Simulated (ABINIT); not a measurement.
# YAlS3 (Pm-3m): zone-centre phonons, part 3 of 3

Aim: the zone-centre modes of YAlS3 (Pm-3m).

ABINIT 10.8.3; DFT LDA, scalar-relativistic, plane waves, PseudoDojo norm-conserving pseudopotentials.

So far. Step 4 (Relaxing the cell and atoms): The volume changes by -0.1 % in this run and stands -5.2 % from the first cell. Step 6 (Zone-centre response): The acoustic modes at Γ come out as far as 4.0 cm⁻¹ from zero, where they should vanish, a small numerical error. The lowest optical mode is imaginary, 169i cm⁻¹, an instability at this level and on this k mesh. The relaxed cell has a = 4.536 Å (conventional setting).

The structure was built from a prototype and need not be the compound's stable phase.

### 7. Modes with the sum rule

anaddb reads the merged derivatives and imposes the acoustic sum rule.

The input, anaddb.abi:

```
ddb_filepath "gamma_DDB"
output_file "anaddb.abo"
outdata_prefix "anaddb"
asr 1
chneut 1
enunit 2
eivec 1
nph1l 1
qph1l 0.0 0.0 0.0 1.0
```

The input, mrgddb.in:

```
gamma_DDB
merged
2
dfpt_gammao_DDB
gso_DDB
```

Run with:

```console
$ mrgddb < mrgddb.in > mrgddb.log
$ OMP_NUM_THREADS=1 anaddb anaddb.abi > anaddb.log
```

anaddb.abo, the main output file:

```text
-outvars_anaddb: echo values of input variables ----------------------

 Miscellaneous information :
      enunit         2
       eivec         1
         asr         1
 First list of wavevector (reduced coord.) :
       nph1l         1
       qph1l
                     0.00000000E+00  0.00000000E+00  0.00000000E+00    1.000E+00

================================================================================

 read the DDB information and perform some checks

  ==== Info on the Cryst% object ====
 Real(R)+Recip(G) space primitive vectors, cartesian coordinates (Bohr,Bohr^-1):
 R(1)=  8.5711726  0.0000000  0.0000000  G(1)=  0.1166702  0.0000000  0.0000000
 R(2)=  0.0000000  8.5711726  0.0000000  G(2)=  0.0000000  0.1166702  0.0000000
 R(3)=  0.0000000  0.0000000  8.5711726  G(3)=  0.0000000  0.0000000  0.1166702
 Unit cell volume ucvol=  6.2968119E+02 bohr^3
 Angles (23,13,12)=  9.00000000E+01  9.00000000E+01  9.00000000E+01 degrees
 Time-reversal symmetry is present
 Reduced atomic positions [iatom, xred, symbol]:
    1)    0.0000000  0.0000000  0.0000000   Y
    2)    0.5000000  0.5000000  0.5000000  Al
    3)    0.5000000  0.5000000  0.0000000   S
    4)    0.5000000  0.0000000  0.5000000   S
    5)    0.0000000  0.5000000  0.5000000   S

 DDB file with 3 blocks has been read.

================================================================================

 Treat the first list of vectors

  Phonon wavevector (reduced coordinates) :  0.00000  0.00000  0.00000
 Phonon energies in Hartree :
  -7.720476E-04 -7.720476E-04 -7.720476E-04 -7.246746E-04 -7.246746E-04
  -7.246746E-04 -2.324814E-08 -2.314963E-08 -2.285145E-08  4.727888E-04
   4.727888E-04  4.727888E-04  2.189131E-03  2.189131E-03  2.189131E-03
 Phonon energies in meV     :
- -2.100848E+01 -2.100848E+01 -2.100848E+01 -1.971940E+01 -1.971940E+01
- -1.971940E+01 -6.326142E-04 -6.299336E-04 -6.218197E-04  1.286524E+01
-  1.286524E+01  1.286524E+01  5.956930E+01  5.956930E+01  5.956930E+01
 Phonon frequencies in cm-1    :
- -1.694449E+02 -1.694449E+02 -1.694449E+02 -1.590477E+02 -1.590477E+02
- -1.590477E+02 -5.102377E-03 -5.080757E-03 -5.015315E-03  1.037652E+02
-  1.037652E+02  1.037652E+02  4.804588E+02  4.804588E+02  4.804588E+02
 Phonon frequencies in Thz     :
- -5.079829E+00 -5.079829E+00 -5.079829E+00 -4.768130E+00 -4.768130E+00
- -4.768130E+00 -1.529654E-04 -1.523173E-04 -1.503553E-04  3.110801E+00
-  3.110801E+00  3.110801E+00  1.440379E+01  1.440379E+01  1.440379E+01
 Phonon energies in Kelvin  :
- -2.437933E+02 -2.437933E+02 -2.437933E+02 -2.288342E+02 -2.288342E+02
- -2.288342E+02 -7.341182E-03 -7.310076E-03 -7.215919E-03  1.492949E+02
-  1.492949E+02  1.492949E+02  6.912730E+02  6.912730E+02  6.912730E+02

 Eigendisplacements
 (will be given, for each mode : in cartesian coordinates
   for each atom the real part of the displacement vector,
   then the imaginary part of the displacement vector - absolute values smaller than 1.0d-7 are set to zero)
  Mode number    1   Energy   -7.720476E-04
 Attention : low frequency mode.
   (Could be unstable or acoustic mode)
-  1  0.00000000E+00  0.00000000E+00  0.00000000E+00
-     0.00000000E+00  0.00000000E+00  0.00000000E+00
-  2  0.00000000E+00  0.00000000E+00  0.00000000E+00
-     0.00000000E+00  0.00000000E+00  0.00000000E+00
-  3  0.00000000E+00  0.00000000E+00  0.00000000E+00
-     0.00000000E+00  0.00000000E+00  0.00000000E+00
-  4  0.00000000E+00  0.00000000E+00  2.92470830E-03
-     0.00000000E+00  0.00000000E+00  0.00000000E+00
-  5  0.00000000E+00  0.00000000E+00 -2.92470830E-03
-     0.00000000E+00  0.00000000E+00  0.00000000E+00
  Mode number    2   Energy   -7.720476E-04
 Attention : low frequency mode.
   (Could be unstable or acoustic mode)
-  1  0.00000000E+00  0.00000000E+00  0.00000000E+00
-     0.00000000E+00  0.00000000E+00  0.00000000E+00
-  2  0.00000000E+00  0.00000000E+00  0.00000000E+00
-     0.00000000E+00  0.00000000E+00  0.00000000E+00
-  3  0.00000000E+00  2.92470830E-03  0.00000000E+00
-     0.00000000E+00  0.00000000E+00  0.00000000E+00
-  4  0.00000000E+00  0.00000000E+00  0.00000000E+00
-     0.00000000E+00  0.00000000E+00  0.00000000E+00
-  5  0.00000000E+00 -2.92470830E-03  0.00000000E+00
-     0.00000000E+00  0.00000000E+00  0.00000000E+00
  Mode number    3   Energy   -7.720476E-04
 Attention : low frequency mode.
   (Could be unstable or acoustic mode)
-  1  0.00000000E+00  0.00000000E+00  0.00000000E+00
-     0.00000000E+00  0.00000000E+00  0.00000000E+00
-  2  0.00000000E+00  0.00000000E+00  0.00000000E+00
-     0.00000000E+00  0.00000000E+00  0.00000000E+00
-  3  2.92470830E-03  0.00000000E+00  0.00000000E+00
-     0.00000000E+00  0.00000000E+00  0.00000000E+00
-  4 -2.92470830E-03  0.00000000E+00  0.00000000E+00
-     0.00000000E+00  0.00000000E+00  0.00000000E+00
-  5  0.00000000E+00  0.00000000E+00  0.00000000E+00
-     0.00000000E+00  0.00000000E+00  0.00000000E+00
  Mode number    4   Energy   -7.246746E-04
 Attention : low frequency mode.
   (Could be unstable or acoustic mode)
-  1  0.00000000E+00  0.00000000E+00  1.66317008E-03
-     0.00000000E+00  0.00000000E+00  0.00000000E+00
-  2  0.00000000E+00  0.00000000E+00  1.42533272E-04
-     0.00000000E+00  0.00000000E+00  0.00000000E+00
-  3  0.00000000E+00  0.00000000E+00 -4.34160040E-04
-     0.00000000E+00  0.00000000E+00  0.00000000E+00
-  4  0.00000000E+00  0.00000000E+00 -2.14859166E-03
-     0.00000000E+00  0.00000000E+00  0.00000000E+00
-  5  0.00000000E+00  0.00000000E+00 -2.14859166E-03
-     0.00000000E+00  0.00000000E+00  0.00000000E+00
  Mode number    5   Energy   -7.246746E-04
 Attention : low frequency mode.
   (Could be unstable or acoustic mode)
-  1  0.00000000E+00 -1.66317008E-03  0.00000000E+00
-     0.00000000E+00  0.00000000E+00  0.00000000E+00
-  2  0.00000000E+00 -1.42533272E-04  0.00000000E+00
-     0.00000000E+00  0.00000000E+00  0.00000000E+00
-  3 -1.03693246E-07  2.14859165E-03  0.00000000E+00
-     0.00000000E+00  0.00000000E+00  0.00000000E+00
-  4 -1.03693246E-07  4.34160040E-04  0.00000000E+00
-     0.00000000E+00  0.00000000E+00  0.00000000E+00
-  5  0.00000000E+00  2.14859165E-03  0.00000000E+00
-     0.00000000E+00  0.00000000E+00  0.00000000E+00
  Mode number    6   Energy   -7.246746E-04
 Attention : low frequency mode.
   (Could be unstable or acoustic mode)
-  1  1.66317008E-03  0.00000000E+00  0.00000000E+00
-     0.00000000E+00  0.00000000E+00  0.00000000E+00
-  2  1.42533272E-04  0.00000000E+00  0.00000000E+00
-     0.00000000E+00  0.00000000E+00  0.00000000E+00
-  3 -2.14859165E-03 -1.03693256E-07  0.00000000E+00
-     0.00000000E+00  0.00000000E+00  0.00000000E+00
-  4 -2.14859165E-03  0.00000000E+00  0.00000000E+00
-     0.00000000E+00  0.00000000E+00  0.00000000E+00
-  5 -4.34160040E-04 -1.03693256E-07  0.00000000E+00
-     0.00000000E+00  0.00000000E+00  0.00000000E+00
  Mode number    7   Energy   -2.324814E-08
 Attention : low frequency mode.
   (Could be unstable or acoustic mode)
-  1  0.00000000E+00  0.00000000E+00 -1.60835699E-03
-     0.00000000E+00  0.00000000E+00  0.00000000E+00
-  2  0.00000000E+00  0.00000000E+00 -1.60813390E-03
-     0.00000000E+00  0.00000000E+00  0.00000000E+00
-  3  0.00000000E+00  0.00000000E+00 -1.60817430E-03
-     0.00000000E+00  0.00000000E+00  0.00000000E+00
-  4  0.00000000E+00  0.00000000E+00 -1.60832325E-03
-     0.00000000E+00  0.00000000E+00  0.00000000E+00
-  5  0.00000000E+00  0.00000000E+00 -1.60832325E-03
-     0.00000000E+00  0.00000000E+00  0.00000000E+00
  Mode number    8   Energy   -2.314963E-08
 Attention : low frequency mode.
   (Could be unstable or acoustic mode)
-  1  0.00000000E+00  1.60835699E-03  0.00000000E+00
-     0.00000000E+00  0.00000000E+00  0.00000000E+00
-  2  0.00000000E+00  1.60813389E-03  0.00000000E+00
-     0.00000000E+00  0.00000000E+00  0.00000000E+00
-  3  0.00000000E+00  1.60832325E-03  0.00000000E+00
-     0.00000000E+00  0.00000000E+00  0.00000000E+00
-  4  0.00000000E+00  1.60817430E-03  0.00000000E+00
-     0.00000000E+00  0.00000000E+00  0.00000000E+00
-  5  0.00000000E+00  1.60832325E-03  0.00000000E+00
-     0.00000000E+00  0.00000000E+00  0.00000000E+00
  Mode number    9   Energy   -2.285145E-08
 Attention : low frequency mode.
   (Could be unstable or acoustic mode)
-  1  1.60835699E-03  0.00000000E+00  0.00000000E+00
-     0.00000000E+00  0.00000000E+00  0.00000000E+00
-  2  1.60813390E-03  0.00000000E+00  0.00000000E+00
-     0.00000000E+00  0.00000000E+00  0.00000000E+00
-  3  1.60832325E-03  0.00000000E+00  0.00000000E+00
-     0.00000000E+00  0.00000000E+00  0.00000000E+00
-  4  1.60832325E-03  0.00000000E+00  0.00000000E+00
-     0.00000000E+00  0.00000000E+00  0.00000000E+00
-  5  1.60817430E-03  0.00000000E+00  0.00000000E+00
-     0.00000000E+00  0.00000000E+00  0.00000000E+00
  Mode number   10   Energy    4.727888E-04
-  1  0.00000000E+00  0.00000000E+00  9.04063055E-04
-     0.00000000E+00  0.00000000E+00  0.00000000E+00
-  2  0.00000000E+00  0.00000000E+00 -3.14893168E-03
-     0.00000000E+00  0.00000000E+00  0.00000000E+00
-  3  0.00000000E+00  0.00000000E+00 -2.03280227E-03
-     0.00000000E+00  0.00000000E+00  0.00000000E+00
-  4  0.00000000E+00  0.00000000E+00  1.08764174E-03
-     0.00000000E+00  0.00000000E+00  0.00000000E+00
-  5  0.00000000E+00  0.00000000E+00  1.08764174E-03
-     0.00000000E+00  0.00000000E+00  0.00000000E+00
  Mode number   11   Energy    4.727888E-04
-  1  0.00000000E+00  9.04063055E-04  0.00000000E+00
-     0.00000000E+00  0.00000000E+00  0.00000000E+00
-  2  0.00000000E+00 -3.14893168E-03  0.00000000E+00
-     0.00000000E+00  0.00000000E+00  0.00000000E+00
-  3  0.00000000E+00  1.08764174E-03  0.00000000E+00
-     0.00000000E+00  0.00000000E+00  0.00000000E+00
-  4  0.00000000E+00 -2.03280227E-03  0.00000000E+00
-     0.00000000E+00  0.00000000E+00  0.00000000E+00
-  5  0.00000000E+00  1.08764174E-03  0.00000000E+00
-     0.00000000E+00  0.00000000E+00  0.00000000E+00
  Mode number   12   Energy    4.727888E-04
-  1  9.04063055E-04  0.00000000E+00  0.00000000E+00
-     0.00000000E+00  0.00000000E+00  0.00000000E+00
-  2 -3.14893168E-03  0.00000000E+00  0.00000000E+00
-     0.00000000E+00  0.00000000E+00  0.00000000E+00
-  3  1.08764174E-03  0.00000000E+00  0.00000000E+00
-     0.00000000E+00  0.00000000E+00  0.00000000E+00
-  4  1.08764174E-03  0.00000000E+00  0.00000000E+00
-     0.00000000E+00  0.00000000E+00  0.00000000E+00
-  5 -2.03280227E-03  0.00000000E+00  0.00000000E+00
-     0.00000000E+00  0.00000000E+00  0.00000000E+00
  Mode number   13   Energy    2.189131E-03
-  1  0.00000000E+00  0.00000000E+00  8.34565359E-06
-     0.00000000E+00  0.00000000E+00  0.00000000E+00
-  2  0.00000000E+00  0.00000000E+00  2.79454735E-03
-     0.00000000E+00  0.00000000E+00  0.00000000E+00
-  3  0.00000000E+00  0.00000000E+00 -3.19387424E-03
-     0.00000000E+00  0.00000000E+00  0.00000000E+00
-  4  0.00000000E+00  0.00000000E+00  4.09639222E-04
-     0.00000000E+00  0.00000000E+00  0.00000000E+00
-  5  0.00000000E+00  0.00000000E+00  4.09639222E-04
-     0.00000000E+00  0.00000000E+00  0.00000000E+00
  Mode number   14   Energy    2.189131E-03
-  1  0.00000000E+00  8.34565354E-06  0.00000000E+00
-     0.00000000E+00  0.00000000E+00  0.00000000E+00
-  2  2.92993842E-07  2.79454734E-03  0.00000000E+00
-     0.00000000E+00  0.00000000E+00  0.00000000E+00
-  3  0.00000000E+00  4.09639220E-04  0.00000000E+00
-     0.00000000E+00  0.00000000E+00  0.00000000E+00
-  4  0.00000000E+00 -3.19387422E-03  0.00000000E+00
-     0.00000000E+00  0.00000000E+00  0.00000000E+00
-  5 -3.34861202E-07  4.09639220E-04  0.00000000E+00
-     0.00000000E+00  0.00000000E+00  0.00000000E+00
  Mode number   15   Energy    2.189131E-03
-  1  8.34565354E-06  0.00000000E+00  0.00000000E+00
-     0.00000000E+00  0.00000000E+00  0.00000000E+00
-  2  2.79454734E-03 -2.92993842E-07  0.00000000E+00
-     0.00000000E+00  0.00000000E+00  0.00000000E+00
-  3  4.09639220E-04  0.00000000E+00  0.00000000E+00
-     0.00000000E+00  0.00000000E+00  0.00000000E+00
-  4  4.09639220E-04  3.34861202E-07  0.00000000E+00
-     0.00000000E+00  0.00000000E+00  0.00000000E+00
-  5 -3.19387422E-03  0.00000000E+00  0.00000000E+00
-     0.00000000E+00  0.00000000E+00  0.00000000E+00

 Analysis of degeneracies and characters (maximum tolerance=1.00E-06 a.u.)
 For each vibration mode, or group of modes if degenerate,
 the characters are given for each symmetry operation (see the list in the log file).
 Symmetry characters of vibration mode #   1
       degenerate with vibration modes #   2 to    3
  3.0 -3.0 -1.0  1.0 -1.0  1.0 -1.0  1.0 -1.0  1.0  1.0 -1.0 -1.0  1.0  1.0 -1.0
  0.0 -0.0  0.0 -0.0 -0.0  0.0 -0.0  0.0 -1.0  1.0  1.0 -1.0  1.0 -1.0 -1.0  1.0
  0.0 -0.0 -0.0  0.0 -0.0  0.0  0.0 -0.0 -1.0  1.0 -1.0  1.0  1.0 -1.0  1.0 -1.0
 Symmetry characters of vibration mode #   4
       degenerate with vibration modes #   5 to    6
  3.0 -3.0 -1.0  1.0 -1.0  1.0 -1.0  1.0  1.0 -1.0 -1.0  1.0  1.0 -1.0 -1.0  1.0
  0.0 -0.0  0.0 -0.0 -0.0  0.0 -0.0  0.0  1.0 -1.0 -1.0  1.0 -1.0  1.0  1.0 -1.0
  0.0 -0.0 -0.0  0.0 -0.0  0.0  0.0 -0.0  1.0 -1.0  1.0 -1.0 -1.0  1.0 -1.0  1.0
 Symmetry characters of vibration mode #   7
       degenerate with vibration modes #   8 to    9
  3.0 -3.0 -1.0  1.0 -1.0  1.0 -1.0  1.0  1.0 -1.0 -1.0  1.0  1.0 -1.0 -1.0  1.0
  0.0 -0.0 -0.0  0.0  0.0 -0.0  0.0 -0.0  1.0 -1.0 -1.0  1.0 -1.0  1.0  1.0 -1.0
  0.0 -0.0  0.0 -0.0  0.0 -0.0 -0.0  0.0  1.0 -1.0  1.0 -1.0 -1.0  1.0 -1.0  1.0
 Symmetry characters of vibration mode #  10
       degenerate with vibration modes #  11 to   12
  3.0 -3.0 -1.0  1.0 -1.0  1.0 -1.0  1.0  1.0 -1.0 -1.0  1.0  1.0 -1.0 -1.0  1.0
 -0.0  0.0 -0.0  0.0  0.0 -0.0  0.0 -0.0  1.0 -1.0 -1.0  1.0 -1.0  1.0  1.0 -1.0
 -0.0  0.0  0.0 -0.0  0.0 -0.0 -0.0  0.0  1.0 -1.0  1.0 -1.0 -1.0  1.0 -1.0  1.0
 Symmetry characters of vibration mode #  13
       degenerate with vibration modes #  14 to   15
  3.0 -3.0 -1.0  1.0 -1.0  1.0 -1.0  1.0  1.0 -1.0 -1.0  1.0  1.0 -1.0 -1.0  1.0
 -0.0  0.0 -0.0  0.0  0.0 -0.0  0.0 -0.0  1.0 -1.0 -1.0  1.0 -1.0  1.0  1.0 -1.0
 -0.0  0.0  0.0 -0.0  0.0 -0.0 -0.0  0.0  1.0 -1.0  1.0 -1.0 -1.0  1.0 -1.0  1.0
-
```

It took 0.52 s on 1 thread of Arm Neoverse V2, shared host.

No LO-TO term; unit eigenvectors of the mass-weighted matrix, from anaddb's displacements. Modes at Γ, with each element's share of the kinetic energy (negative means imaginary):

```tsv
mode	frequency (cm⁻¹)	symmetry	Y %	Al %	S %
1	-169.4	T2u	0	0	100
2	-169.4	T2u	0	0	100
3	-169.4	T2u	0	0	100
4	-159.0	T1u	45	0	55
5	-159.0	T1u	45	0	55
6	-159.0	T1u	45	0	55
7	0.0	acoustic	42	13	45
8	0.0	acoustic	42	13	45
9	0.0	acoustic	42	13	45
10	103.8	T1u	13	49	38
11	103.8	T1u	13	49	38
12	103.8	T1u	13	49	38
13	480.5	T1u	0	38	62
14	480.5	T1u	0	38	62
15	480.5	T1u	0	38	62
```

Displacements in mode 2 (-169.4 cm⁻¹), the largest set to 1:
```
Y1   0.00  0.00  0.00
Al2  0.00  0.00  0.00
S3   0.00  1.00  0.00
S4   0.00  0.00  0.00
S5   0.00 -1.00  0.00
```

Displacements in mode 14 (480.5 cm⁻¹), the largest set to 1:
```
Y1   0.00  0.00  0.00
Al2  0.00  0.87  0.00
S3   0.00  0.13  0.00
S4   0.00 -1.00  0.00
S5   0.00  0.13  0.00
```

The rule moves no optical mode by more than 0.1 cm⁻¹.

### 8. Summary of results

| Item | Value |
| --- | --- |
| space group after relaxation | Pm-3m |
| volume per atom | 18.7 Å³ |
| highest optical zone-centre mode (no LO-TO term) | 480.5 cm⁻¹ |
| lowest optical zone-centre mode | -169.4 cm⁻¹ |
| imaginary optical modes at the zone centre (no q mesh in this session) | yes |

**Reading.** At the LDA level the optical modes of YAlS3 (Pm-3m) at the zone centre run from 169i to 480 cm⁻¹, so the structure is a saddle point, with 6 modes beyond 10i cm⁻¹ there. These are harmonic frequencies at zero temperature: anharmonic shifts and linewidths and thermal expansion are left out. In a metal the frequencies hang on the k mesh and the smearing, most of all near Kohn anomalies. The structure is a hypothetical one, built on a prototype.

[Host names and launcher messages were left out of these logs when they were recorded.]

[Logs are printed without paths, hosts, clocks, repeated set-up lines and the standing remarks that a program may print on its own settings, such as how far it seeks lower states.]

[Hosts, paths, dates, database ids (printed as entryN), source tags and the programs' standing remarks are cut or masked in the printed files.]
